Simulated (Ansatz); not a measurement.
# ρ(T) of LaC2 (I4/mmm) in two numbers

Can the computed ρ(T) of LaC2 (I4/mmm) be held by the Bloch–Grüneisen form, and does the fit predict a row it has not seen?

The resistivities were computed with Ansatz 0.2.0 (DFT PBEsol, scalar-relativistic, plane waves, PAW; PAW set soft_1) from the linearised Boltzmann equation with harmonic phonons, on q 4×4×4, k 20×20×20, scattering 28×28×28; the fit below is done by hand on them.

## 1. The data

The structure is tetragonal, space group I4/mmm (No. 139). Conventional cell: a = 3.892 Å, b = 3.892 Å, c = 6.530 Å, α = 90.00°, β = 90.00°, γ = 90.00°. Around La on site a lie 10 C at 2.62 to 2.83 Å. Around C on site e lie 1 C at 1.29 Å and 5 La at 2.62 to 2.83 Å.

This is the relaxed cell of the run, from steps not shown here.

The mean resistivity of the three axes from 50 to 800 K, with one row held back; the colder rows stay outside the fit and test it at the end:

```
T (K)  ρ (μΩ cm)
   50     0.6922
   80      2.015
  100      3.061
  150      6.096
  200      9.351
  273      14.06
  300      15.78
  400          ?
  500      28.20
  600      34.34
  800      46.53
```

## 2. Model and fit

Bloch and Grüneisen's form is ρ(T) = A (T/Θ)⁵ J₅(Θ/T), with J₅(z) the integral of x⁵/((eˣ − 1)(1 − e⁻ˣ)) from 0 to z. It goes as T⁵ far below Θ and as A T/(4Θ) far above. For a trial Θ the best A is the geometric mean of ρ/[(T/Θ)⁵ J₅] over the rows, and the scatter of that ratio measures the fit:

```
Θ (K)  A (μΩ cm)  scatter (%)
  176      31.75         26.7
  236      46.43         15.4
  264      54.37         10.5
  294      63.80          7.8
  324      74.27         10.4
  368      91.79         19.2
  440      126.9         35.6
```

The scatter is least at Θ = 294 K, with A = 63.80 μΩ cm (7.8 % r.m.s.).

```
T (K)  computed     fit
   50    0.6922  0.6220
   80     2.015   2.228
  100     3.061   3.480
  150     6.096   6.623
  200     9.351   9.646
  273     14.06   13.90
  300     15.78   15.44
  500     28.20   26.61
  600     34.34   32.12
  800     46.53   43.07
```

## 3. Prediction and check

At T = 400 K, Θ/T = 0.735, J₅ = 0.07081 and (T/Θ)⁵ = 4.662, so the fit gives 21.06 μΩ cm. The computed value is 22.03 μΩ cm: the fit is off by -4.38 %. Outside its range, at 20 K, it gives 0.0115 against 0.0150 μΩ cm computed, 0.77 times that; at that temperature the run's own test moves by 11 % between meshes in the component that moves most. Among the rows used, the largest miss is +13.7 %, at 100 K.

## 4. Reading Θ and A

Θ = 294 K is 1.20 times ħω_log/k_B (245 K) and 0.12 of the highest phonon frequency (2384 K). The high-temperature slope of the fit, A/(4Θ), is 0.0542 μΩ cm/K. The same slope from the run's transport coupling and plasma energy, 2π k_B λ_tr/(ħ ε₀ ω_p²) with λ_tr = 0.495, 0.495, 0.451 (xx, yy, zz) and ħω_p = 5.34, 5.34, 6.49 (xx, yy, zz) eV, is 0.0609 μΩ cm/K in the mean of the axes, +12.3 % from it. For comparison, the computed rows rise by 0.0610 μΩ cm/K between the two hottest.

## 5. Outcome

```json
{
 "Θ": "294 K",
 "A": "63.80 μΩ cm",
 "scatter of the fit": "7.8 %",
 "held-back row at 400 K, fit against computed": "21.06 against 22.03 μΩ cm"
}
```

**Reading.** Two numbers, Θ = 294 K and A = 63.8 μΩ cm, hold the computed ρ(T) from 50 to 800 K within 7.76 % r.m.s. and predict the held-back row within 4.38 %. At 20 K, outside the rows fitted, it gives 0.77 times the computed value. The misses are not random: the largest is +13.7 %, at 100 K. So large a scatter means that the form does not describe this metal. By the run's own test the resistivity at 300 K moves by 7 % between its two finest scattering meshes, in the component that moves most. The mean hides an anisotropy: at 300 K the components are 18.1, 18.1, 11.2 (xx, yy, zz) μΩ cm. Spin–orbit coupling is left out. The relaxed volume lies -2.8 % from the database entry, whose temperature is not recorded here; volume shifts the phonons and ρ. The fit describes the calculation: impurities, thermal expansion, changes of phase and anharmonicity are in neither.

[Logs are printed without paths, hosts, clocks, repeated set-up lines and the standing remarks that a program may print on its own settings, such as how far it seeks lower states.]

[Hosts, paths, dates, database ids (printed as entryN), source tags and the programs' standing remarks are cut or masked in the printed files.]
